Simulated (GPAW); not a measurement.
# Cl/Co(0001) in an electric field, part 2 of 2

Aim: the dipole that a field along the normal induces in Cl/Co(0001).

GPAW 26.7.0; GPAW, PAW setups; slab in vacuum, relaxation (the session's first sound run).

So far, upper work function (eV): step 2 (relaxation) 4.43; step 3 (plane waves, PBE) 4.43.

### 5. In a field

The input, run.py:

```python
import json
import numpy as np
from ase import Atoms
from gpaw import GPAW, PW
from gpaw.external import ConstantElectricField

slab = Atoms(
    ['Co', 'Co', 'Co', 'Co', 'Cl'],
    positions=[
        [2.51000, 1.44915, 9.00000],
        [0.00000, 0.00000, 11.03561],
        [2.51000, 1.44915, 13.07316],
        [0.00000, -0.00000, 15.05456],
        [1.25500, 0.72457, 17.12338]],
    cell=[[2.51, 0.0, 0.0], [1.255, 2.17372, 0.0], [0.0, 0.0, 26.0124]],
    pbc=[True, True, False],
    magmoms=[1.7, 1.7, 1.7, 1.7, 0.0])

slab.calc = GPAW(mode=PW(400), xc='PBE', kpts={'size': (14, 14, 1), 'gamma': True},
                 occupations={'name': 'fermi-dirac', 'width': 0.1}, nbands='160%',
                 convergence={'density': 1e-05}, maxiter=200,
                 poissonsolver={'dipolelayer': 'xy'},
                 external=ConstantElectricField(-0.1, [0, 0, 1]),
                 symmetry={'tolerance': 1e-3}, txt='slab.txt')
result = {}
energy = slab.get_potential_energy()
fermi = slab.calc.get_fermi_level()
v = slab.calc.get_electrostatic_potential().mean((0, 1)) - fermi
n = slab.calc.get_pseudo_density().mean((0, 1))
L = slab.cell[2, 2]
z = np.arange(len(v)) * L / len(v)
low, high = slab.positions[:, 2].min(), slab.positions[:, 2].max()
below, above = np.interp([low - 6.8, high + 6.8], z, v)
slopes = [np.interp(x, z, np.gradient(v, z)) for x in (low - 6.8, high + 6.8)]
eps = np.array([[slab.calc.get_eigenvalues(k, s) for k in range(len(slab.calc.get_ibz_k_points()))]
                for s in range(slab.calc.get_number_of_spins())]) - fermi
top, bottom = eps[eps < 0].max(), eps[eps > 0].min()
dipole = slab.get_dipole_moment()[2]
print(f'energy {energy:.4f} eV, Fermi level {fermi:.4f} eV, dipole {dipole:.5f} e A')
print(f'potential 6.8 A off the faces, from the Fermi level: lower {below:.4f} eV, upper {above:.4f} eV')
print(f'slope of the potential there: lower {slopes[0]:.5f}, upper {slopes[1]:.5f} eV/A')
print(f'nearest levels on the mesh: {top:.4f} and {bottom:.4f} eV')
print('magnetic moment', round(slab.get_magnetic_moment(), 3))
result.update(energy=energy, fermi=fermi, dipole=dipole, below=below, above=above, slopes=slopes, edges=[top, bottom],
              z=z.tolist(), v=v.tolist(), n=n.tolist(), positions=slab.positions.tolist(),
              forces=slab.get_forces(apply_constraint=False).tolist(), moments=slab.get_magnetic_moments().tolist())
json.dump(result, open('result.json', 'w'))
```

On the command line:

```bash
OMP_NUM_THREADS=1 OPENBLAS_NUM_THREADS=1 python run.py
```

Log:

```text
energy -31.3420 eV, Fermi level 1.5075 eV, dipole -0.01556 e A
potential 6.8 A off the faces, from the Fermi level: lower 4.4256 eV, upper 4.9418 eV
slope of the potential there: lower -0.00023, upper 0.00013 eV/A
nearest levels on the mesh: -0.0004 and 0.0039 eV
magnetic moment 6.847
```

It took 17 min on 1 thread of Arm Neoverse V2, shared host; peak memory 0.59 GiB.

This step gave:

| Property | Result |
| --- | --- |
| dipole along the normal | -0.01556 e·Å |
| levels nearest the Fermi level on the mesh | -4.16e-4, 0.003861 eV from the Fermi level |
| site moments | 1.801, 1.746, 1.698, 1.753, 0.04678 μB |
| potential below the slab, the applied field's own ramp left out | 4.426 eV from the Fermi level |
| potential above the slab, the applied field's own ramp left out | 4.942 eV from the Fermi level |

The electrostatic potential energy of an electron (without an applied field's), less the Fermi level, planar mean oscillates, so the rows of the table below give means over windows of 2.06 Å about each position, cut where the curve ends. Its maxima inside the range that stand out by 2 % of the span (Å: eV): 10.0: -1.04, 12.0: -0.798, 14.1: -0.994, 16.1: -0.885. Its minima: 9.0: -24.1, 11.1: -24.0, 13.1: -23.7, 15.1: -23.9, 17.1: -32.8.

Electrostatic potential energy of an electron (without an applied field's), less the Fermi level, planar mean against z; means over each step:

```
z (Å)  electrostatic potential energy of an electron (without an applied field's), less the Fermi level, planar mean (eV)
 1.03                                                                                                                4.45
 3.09                                                                                                                4.43
 5.15                                                                                                                4.42
 7.21                                                                                                                3.09
 9.27                                                                                                               -10.6
11.33                                                                                                               -10.5
13.39                                                                                                               -10.4
15.45                                                                                                               -10.5
17.51                                                                                                               -11.2
19.57                                                                                                                4.85
21.63                                                                                                                4.94
23.69                                                                                                                4.94
25.75                                                                                                                4.92
```

Force by atom:

| atom | x (eV/Å) | y (eV/Å) | z (eV/Å) | size |
| --- | --- | --- | --- | --- |
| Co1 | 0.000 | 0.000 | 0.437 | 0.437 |
| Co2 | 0.000 | 0.000 | -0.433 | 0.433 |
| Co3 | 0.000 | 0.000 | 0.013 | 0.013 |
| Co4 | 0.000 | 0.000 | -0.031 | 0.031 |
| Cl5 | 0.000 | 0.000 | 0.015 | 0.015 |

The dipole is now -0.0156 e Å, against 0.017 in the run without a field.

### 6. Field on

run.py: that of step 5 with these lines changed.

```diff
@@ -22,3 +22,3 @@
                  poissonsolver={'dipolelayer': 'xy'},
-                 external=ConstantElectricField(-0.1, [0, 0, 1]),
+                 external=ConstantElectricField(-0.05, [0, 0, 1]),
                  symmetry={'tolerance': 1e-3}, txt='slab.txt')
```

Log:

```text
energy -31.3416 eV, Fermi level 1.4996 eV, dipole 0.00082 e A
potential 6.8 A off the faces, from the Fermi level: lower 4.7105 eV, upper 4.6835 eV
slope of the potential there: lower -0.00023, upper 0.00013 eV/A
nearest levels on the mesh: -0.0004 and 0.0038 eV
magnetic moment 6.847
```

Run time: 16 min. Hardware: 1 thread; peak memory 0.6 GiB.

### 7. Field on

run.py: that of step 6 with these lines changed.

```diff
@@ -22,3 +22,3 @@
                  poissonsolver={'dipolelayer': 'xy'},
-                 external=ConstantElectricField(-0.05, [0, 0, 1]),
+                 external=ConstantElectricField(0.05, [0, 0, 1]),
                  symmetry={'tolerance': 1e-3}, txt='slab.txt')
```

Log:

```text
energy -31.3433 eV, Fermi level 1.4831 eV, dipole 0.03356 e A
potential 6.8 A off the faces, from the Fermi level: lower 5.2814 eV, upper 4.1684 eV
slope of the potential there: lower -0.00024, upper 0.00013 eV/A
nearest levels on the mesh: -0.0003 and 0.0037 eV
magnetic moment 6.845
```

It took 17 min on 1 thread; peak memory 0.59 GiB.

Electrostatic potential energy of an electron (without an applied field's), less the Fermi level, planar mean against z:

z (Å), electrostatic potential energy of an electron (without an applied field's), less the Fermi level, planar mean (eV) and a bar from the least value:
```
      0.0        4.7 ##############################
      0.5        5.3 ##############################
      1.0        5.3 ##############################
      1.5        5.3 ##############################
      2.0        5.3 ##############################
      2.5        5.3 ##############################
      3.0        5.3 ##############################
      3.5        5.3 ##############################
      4.0        5.3 ##############################
      4.5        5.3 ##############################
      5.0        5.3 ##############################
      5.5        5.3 ##############################
      6.0        5.3 ##############################
      6.5        5.2 ##############################
      7.0        5.0 ##############################
      7.5        4.2 #############################
      8.0        1.4 ###########################
      8.5       -8.6 ##################
      9.0      -23.5 ######
      9.5       -8.7 ##################
     10.0       -0.6 #########################
     10.5       -7.7 ###################
     11.0      -23.3 ######
     11.5      -10.0 #################
     12.0       -0.8 #########################
     12.5       -6.6 ####################
     13.0      -23.3 ######
     13.5      -11.6 ################
     14.0       -1.3 ########################
     14.5       -7.3 ###################
     15.0      -23.6 ######
     15.5      -11.8 ################
     16.0       -1.8 ########################
     16.5       -6.2 ####################
     17.0      -30.6 
     17.5      -16.2 ############
     18.0        0.2 ##########################
     18.5        3.5 ############################
     19.0        4.0 #############################
     19.5        4.1 #############################
     20.0        4.2 #############################
     20.5        4.2 #############################
     21.0        4.2 #############################
     21.5        4.2 #############################
     22.0        4.2 #############################
     22.5        4.2 #############################
     23.0        4.2 #############################
     23.5        4.2 #############################
     24.0        4.2 #############################
     24.5        4.2 #############################
     25.0        4.2 #############################
     25.5        4.2 #############################
```

### 8. Field on

run.py: that of step 7 with these lines changed.

```diff
@@ -22,3 +22,3 @@
                  poissonsolver={'dipolelayer': 'xy'},
-                 external=ConstantElectricField(0.05, [0, 0, 1]),
+                 external=ConstantElectricField(0.1, [0, 0, 1]),
                  symmetry={'tolerance': 1e-3}, txt='slab.txt')
```

Log:

```text
energy -31.3454 eV, Fermi level 1.4744 eV, dipole 0.04998 e A
potential 6.8 A off the faces, from the Fermi level: lower 5.5682 eV, upper 3.9108 eV
slope of the potential there: lower -0.00024, upper 0.00013 eV/A
nearest levels on the mesh: -0.0003 and 0.0035 eV
magnetic moment 6.845
```

The job ended after 20 min (1 thread; peak memory 0.59 GiB).

The electrostatic potential energy of an electron (without an applied field's), less the Fermi level, planar mean oscillates, so the rows of the table below give means over windows of 2.06 Å about each position, cut where the curve ends. Its maxima inside the range that stand out by 2 % of the span (Å: eV): 0.4: 5.57, 10.0: -0.429, 12.0: -0.602, 14.1: -1.21, 16.1: -1.51. Its minima: 9.0: -23.3, 11.1: -23.6, 13.1: -23.7, 15.1: -24.3, 17.1: -33.7.

Electrostatic potential energy of an electron (without an applied field's), less the Fermi level, planar mean against z; means over each step:

z (Å), electrostatic potential energy of an electron (without an applied field's), less the Fermi level, planar mean (eV) and a bar from the least value:
```
     1.03        5.5 ##############################
     3.09        5.6 ##############################
     5.15        5.6 ##############################
     7.21        4.2 ############################
     9.27       -9.8 ####
    11.33      -10.1 ###
    13.39      -10.5 ###
    15.45      -11.0 ##
    17.51      -12.1 
    19.57        3.8 ###########################
    21.63        3.9 ###########################
    23.69        3.9 ###########################
    25.75        4.0 ###########################
```

The dipole is now 0.0500 e Å, against 0.017 in the run without a field.

### 9. In a field

run.py: that of step 8 with these lines changed.

```diff
@@ -22,3 +22,3 @@
                  poissonsolver={'dipolelayer': 'xy'},
-                 external=ConstantElectricField(0.1, [0, 0, 1]),
+                 external=ConstantElectricField(0.2, [0, 0, 1]),
                  symmetry={'tolerance': 1e-3}, txt='slab.txt')
```

Log:

```text
energy -31.3520 eV, Fermi level 1.4572 eV, dipole 0.08278 e A
potential 6.8 A off the faces, from the Fermi level: lower 6.1415 eV, upper 3.3961 eV
slope of the potential there: lower -0.00024, upper 0.00013 eV/A
nearest levels on the mesh: -0.0000 and 0.0020 eV
magnetic moment 6.844
```

Elapsed: 18 min, on 1 thread; peak memory 0.59 GiB.

The electrostatic potential energy of an electron (without an applied field's), less the Fermi level, planar mean oscillates, so the rows of the table below give means over windows of 2.06 Å about each position, cut where the curve ends. Its maxima inside the range that stand out by 2 % of the span (Å: eV): 0.4: 6.14, 10.0: -0.126, 12.0: -0.504, 14.1: -1.32, 16.1: -1.82. Its minima: 9.0: -22.9, 11.1: -23.4, 13.1: -23.7, 15.1: -24.5, 17.1: -34.1.

Electrostatic potential energy of an electron (without an applied field's), less the Fermi level, planar mean against z; means over each step:

| z (Å) | electrostatic potential energy of an electron (without an applied field's), less the Fermi level, planar mean (eV) |
| --- | --- |
| 1.03 | 6.02 |
| 3.09 | 6.14 |
| 5.15 | 6.13 |
| 7.21 | 4.72 |
| 9.27 | -9.46 |
| 11.33 | -9.98 |
| 13.39 | -10.6 |
| 15.45 | -11.2 |
| 17.51 | -12.5 |
| 19.57 | 3.31 |
| 21.63 | 3.40 |
| 23.69 | 3.40 |
| 25.75 | 3.51 |

The dipole is now 0.0828 e Å, against 0.017 in the run without a field.

### 10. Field on

run.py: that of step 9 with these lines changed.

```diff
@@ -22,3 +22,3 @@
                  poissonsolver={'dipolelayer': 'xy'},
-                 external=ConstantElectricField(0.2, [0, 0, 1]),
+                 external=ConstantElectricField(0.3, [0, 0, 1]),
                  symmetry={'tolerance': 1e-3}, txt='slab.txt')
```

Log:

```text
energy -31.3618 eV, Fermi level 1.4386 eV, dipole 0.11563 e A
potential 6.8 A off the faces, from the Fermi level: lower 6.7180 eV, upper 2.8831 eV
slope of the potential there: lower -0.00025, upper 0.00013 eV/A
nearest levels on the mesh: -0.0000 and 0.0033 eV
magnetic moment 6.843
```

It took 20 min on 1 thread; peak memory 0.59 GiB.

The dipole is now 0.116 e Å, against 0.017 in the run without a field.

### 11. The series

The members are put on one axis.

This step: induced dipole against applied field (GPAW 26.7.0).

Table of dipole along the normal by field:

```
field (V/Å)  dipole along the normal (e·Å)
     -0.200                        -0.0483
     -0.100                        -0.0156
     -0.050                         8.2e-4
      0.000                         0.0173
      0.050                         0.0336
      0.100                         0.0500
      0.200                         0.0828
      0.300                          0.116
```

### 12. A changed run

One more run, with changed settings.

This step: GPAW, PAW setups; slab in vacuum (GPAW 26.7.0).

run.py: that of step 10 with these lines changed.

```diff
@@ -4,3 +4,2 @@
 from gpaw import GPAW, PW
-from gpaw.external import ConstantElectricField
 
@@ -18,7 +17,6 @@
 
-slab.calc = GPAW(mode=PW(400), xc='PBE', kpts={'size': (14, 14, 1), 'gamma': True},
+slab.calc = GPAW(mode=PW(400), xc='PBE', kpts={'size': (1, 1, 1), 'gamma': True},
                  occupations={'name': 'fermi-dirac', 'width': 0.1}, nbands='160%',
-                 convergence={'density': 1e-05}, maxiter=200,
+                 convergence={'density': 1e-05}, maxiter=75,
                  poissonsolver={'dipolelayer': 'xy'},
-                 external=ConstantElectricField(0.3, [0, 0, 1]),
                  symmetry={'tolerance': 1e-3}, txt='slab.txt')
```

Log:

```text
gpaw.KohnShamConvergenceError
```

The job ended after 28 s (1 thread; peak memory 0.17 GiB).

No converged result was reached; the numbers in the log don't describe the system.

The fault put into the input: one k-point, under a cap of 75 iterations, which ended the run (kpts = [1, 1]).

### 13. What came out

| Property | Result |
| --- | --- |
| work function, upper and lower face | 4.426 and 4.996 eV |
| dipole along the normal | 0.0173 e Å |
| induced dipole per field | 0.328 e Å per V/Å |
| out-of-plane polarisability per area, α/(ε0 A) | 10.9 Å |

The field induces 0.328 e Å per V/Å, a polarisable thickness α/(ε0 A) of 10.9 Å beside 8.12 Å between the outermost nuclei. A perfect conductor would give the distance between its two image planes; a dielectric of thickness t gives t(1 - 1/ε). The two faces differ by 0.57 eV, the step that the slab's dipole makes (e p/(ε0 A) gives 0.57 eV), so the dipole layer is needed. The induced dipole is linear in the field over this range. The cell of 5.46 Å² holds one Cl, started on one chosen site; other sites and coverages weren't tried. One magnetic start was tried; another order may lie lower. The in-plane lattice was kept as typed, which isn't the functional's own and leaves some strain; spin-orbit coupling and temperature are left out.

[Logs are printed without paths, hosts, clocks, repeated set-up lines and the standing remarks that a program may print on its own settings, such as how far it seeks lower states.]

[Hosts, paths, dates, database ids (printed as entryN), source tags and the programs' standing remarks are cut or masked in the printed files.]
